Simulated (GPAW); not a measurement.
Consider ZrCuSiP (P4/nmm).

```
Zr Cu P Si
1.0
     3.59348    0.00000    0.00000
     0.00000    3.59348    0.00000
     0.00000    0.00000    9.52638
Zr Cu P Si
2 2 2 2
Cartesian
  1.7967 0.0000 2.1779
  0.0000 1.7967 7.3485
  0.0000 0.0000 4.7632
  1.7967 1.7967 4.7632
  1.7967 0.0000 6.3999
  0.0000 1.7967 3.1264
  0.0000 0.0000 0.0000
  1.7967 1.7967 0.0000
```

Absorber: atom 3, with 4 P at 2.43 Å and 4 Cu at 2.54 Å (8-fold, site symmetry -4m2). Method: GPAW, LDA, excited-electron core hole (neutral cell), 16-atom cell with 5.1 Å between holes, 5×5×5 k points, dipole transitions, Gaussian full width 1.55 eV up to 4 eV, rising linearly to 3.5 eV at 25 eV.

Where do the maxima of the Cu K edge fall?

Main maxima up to 30 eV above the zero (height): 6.4 eV (1.46), 19.0 eV (1.28) and 26.6 eV (1.30). A K edge sees empty p states on the absorber. The total-energy difference is 8992.33 eV. One term is added: -29.79 eV, since the hole is spin-paired here and a spin-polarised one costs that much less in the free atom (computed apart). The photon energy is then 8962.53 eV. The tabulated edge of the element is 8979 eV. The functional leaves an error in such absolute values: in the free atom LDA prices this hole 18.3 eV below PBE (computed apart), and PBE is itself good to a few eV.

The Cu K spectrum (energy from the lowest empty level; intensity scaled to a mean of 1 over the first 20 eV; polarised curves are means over the symmetry-equivalent atoms):

| E (eV) | isotropic | ε ⊥ c | ε ∥ c |
| --- | --- | --- | --- |
| -2.0 | 0.00 | 0.00 | 0.00 |
| -1.5 | 0.00 | 0.00 | 0.01 |
| -1.0 | 0.02 | 0.01 | 0.04 |
| -0.5 | 0.07 | 0.05 | 0.10 |
| 0.0 | 0.15 | 0.13 | 0.18 |
| 0.5 | 0.23 | 0.24 | 0.22 |
| 1.0 | 0.33 | 0.36 | 0.26 |
| 1.5 | 0.42 | 0.45 | 0.36 |
| 2.0 | 0.45 | 0.45 | 0.43 |
| 2.5 | 0.43 | 0.43 | 0.44 |
| 3.0 | 0.49 | 0.51 | 0.44 |
| 3.5 | 0.63 | 0.70 | 0.49 |
| 4.0 | 0.77 | 0.87 | 0.57 |
| 4.5 | 0.87 | 0.96 | 0.67 |
| 5.0 | 0.98 | 1.05 | 0.85 |
| 5.5 | 1.18 | 1.18 | 1.18 |
| 6.0 | 1.39 | 1.29 | 1.58 |
| 6.5 | 1.46 | 1.27 | 1.82 |
| 7.0 | 1.38 | 1.17 | 1.81 |
| 7.5 | 1.26 | 1.08 | 1.62 |
| 8.0 | 1.16 | 1.04 | 1.40 |
| 8.5 | 1.10 | 1.04 | 1.23 |
| 9.0 | 1.05 | 1.03 | 1.10 |
| 9.5 | 1.02 | 1.00 | 1.05 |
| 10.0 | 0.99 | 0.95 | 1.07 |
| 10.5 | 0.98 | 0.90 | 1.15 |
| 11.0 | 1.00 | 0.90 | 1.19 |
| 11.5 | 1.00 | 0.93 | 1.15 |
| 12.0 | 1.01 | 0.99 | 1.04 |
| 12.5 | 1.01 | 1.06 | 0.92 |
| 13.0 | 1.04 | 1.14 | 0.83 |
| 13.5 | 1.08 | 1.22 | 0.78 |
| 14.0 | 1.11 | 1.29 | 0.76 |
| 14.5 | 1.15 | 1.34 | 0.76 |
| 15.0 | 1.17 | 1.36 | 0.80 |
| 15.5 | 1.18 | 1.34 | 0.87 |
| 16.0 | 1.19 | 1.29 | 0.97 |
| 16.5 | 1.18 | 1.23 | 1.09 |
| 17.0 | 1.19 | 1.19 | 1.20 |
| 17.5 | 1.21 | 1.18 | 1.28 |
| 18.0 | 1.24 | 1.20 | 1.33 |
| 18.5 | 1.27 | 1.24 | 1.34 |
| 19.0 | 1.28 | 1.27 | 1.31 |
| 19.5 | 1.27 | 1.27 | 1.27 |
| 20.0 | 1.24 | 1.25 | 1.22 |
| 20.5 | 1.19 | 1.20 | 1.18 |
| 21.0 | 1.14 | 1.13 | 1.16 |
| 21.5 | 1.09 | 1.06 | 1.15 |
| 22.0 | 1.06 | 1.00 | 1.16 |
| 22.5 | 1.04 | 0.97 | 1.17 |
| 23.0 | 1.04 | 0.96 | 1.19 |
| 23.5 | 1.06 | 0.97 | 1.23 |
| 24.0 | 1.09 | 1.00 | 1.28 |
| 24.5 | 1.14 | 1.04 | 1.35 |
| 25.0 | 1.20 | 1.09 | 1.41 |
| 25.5 | 1.25 | 1.14 | 1.46 |
| 26.0 | 1.28 | 1.18 | 1.49 |
| 26.5 | 1.30 | 1.21 | 1.48 |
| 27.0 | 1.30 | 1.24 | 1.43 |
| 27.5 | 1.27 | 1.24 | 1.33 |
| 28.0 | 1.22 | 1.23 | 1.21 |
| 28.5 | 1.16 | 1.20 | 1.08 |
| 29.0 | 1.08 | 1.14 | 0.96 |
| 29.5 | 1.00 | 1.07 | 0.85 |
| 30.0 | 0.92 | 0.99 | 0.77 |
| 30.5 | 0.84 | 0.91 | 0.71 |
| 31.0 | 0.78 | 0.83 | 0.67 |

The script folds with a Gaussian, whereas the core hole's own line is a Lorentzian, so the onset is too steep and the first peak too high. The holes are only 5.1 Å apart, so the shape is probably not converged with cell size; no larger cell was run here. Lifetime broadening is put in by hand, and intensities beyond about 20 eV depend on it and on the partial waves. The structure is a computed Materials Project entry and may be a hypothetical form.

[Banner, clock and machine lines of the logs are left out without a mark of their own.]

[Logs are printed without paths, hosts, clocks, repeated set-up lines and the standing remarks that a program may print on its own settings, such as how far it seeks lower states.]

[Hosts, paths, dates, database ids (printed as entryN), source tags and the programs' standing remarks are cut or masked in the printed files.]

[Lists of maxima count a maximum above −3 eV only where it reaches 4 % of the highest in the window and stands out from its surroundings by 2 % of it (1.5 % where it reaches 55 %); shoulders and weaker maxima are passed over, and of the rest the first, up to two pre-edge ones and the few strongest are named.]
